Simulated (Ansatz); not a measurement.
## Dielectric response of CeO2 (110) films: cost of one run

Ansatz 0.2.0; plane-wave DFT, PBE, Ansatz PAW. The cell holds 18 atoms.

input.yaml reads:

```yaml
crystal:
  lattice:
    - [3.82544769, 0.0, 0.0]
    - [0.0, 5.41, 0.0]
    - [0.0, 0.0, 27.5636192155]
  atoms:
    - { symbol: Ce, position: [0.5, 0.5, 0.3293491633] }
    - { symbol: O, position: [0.0, 0.738475314, 0.3242061523] }
    - { symbol: O, position: [0.0, 0.261524686, 0.3242061523] }
[... 9 atom lines left out ...]
    - { symbol: Ce, position: [0.5, 0.5, 0.6098665865] }
    - { symbol: O, position: [0.0, 0.7515545889, 0.6062828759] }
    - { symbol: O, position: [0.0, 0.2484454111, 0.6062828759] }
    - { symbol: Ce, position: [0.0, 0.0, 0.6706508354] }
    - { symbol: O, position: [0.5, 0.2384753294, 0.6757938471] }
    - { symbol: O, position: [0.5, 0.7615246706, 0.6757938471] }
kpoints:
  mp_grid: { grid: [8, 6, 1] }
hamiltonian:
  xc: pbe
scf:
  occupations: { method: fixed }
  convergence: { dr2_threshold: 1.0e-10 }
efield:
  axis: 3
  dipole_correction: true
  ramp_position: 0.97
  ramp_width: 0.06
  amplitude: -0.1
output:
  write_potential: true
  write_density: true
  volumetric_format: npy
```

Run with:

```bash
$ ansatz run input.yaml --threads 4 --pin off --max-ram 12288MiB --backend cpu --events-out ev --progress --plain --runs-dir out
```

The cutoff in use is 420 eV. For reference, a run of the same kind (12 atoms, 20 k-points, 60 bands and 9,577 plane waves; 23 SCF cycles) took 49 s and 1.3 GiB on the same hardware.

What time and memory should one allow on 4 threads of Arm Neoverse V1, shared host?

A cutoff of 420 eV is a sphere of radius 10.5 Å⁻¹, so a cell of 570 Å³ holds about V·G³/6π² = 11,148 plane waves. At two electrons a band, the 144 electrons need 72 bands, and 18 more are carried. Symmetry cuts the 8×6×1 mesh from 48 to 20 points. The run has 20 k-points, 90 bands and 11,127 plane waves. Taking the work of a cycle as k-points × spins × bands × plane waves, that is 1.7 times the reference, or 85 s at the reference's 23 cycles. The run needed 30 SCF cycles, which makes it about 1.9 min. One copy of the wavefunctions takes 0.3 GiB at 16 bytes a coefficient, against 0.17 GiB in the reference; grids, projectors and work arrays come on top. Measured: about 2.1 min, with a peak of 1.9 GiB. The estimate holds within 25 %.

[Logs are printed without paths, hosts, clocks, repeated set-up lines and the standing remarks that a program may print on its own settings, such as how far it seeks lower states.]

[Hosts, paths, dates, database ids (printed as entryN), source tags and the programs' standing remarks are cut or masked in the printed files.]

[Maps of the electrostatic potential energy from Ansatz leave out the sawtooth potential of an applied field or a dipole correction, so their vacuum need not be flat; planar profiles and work functions include it.]
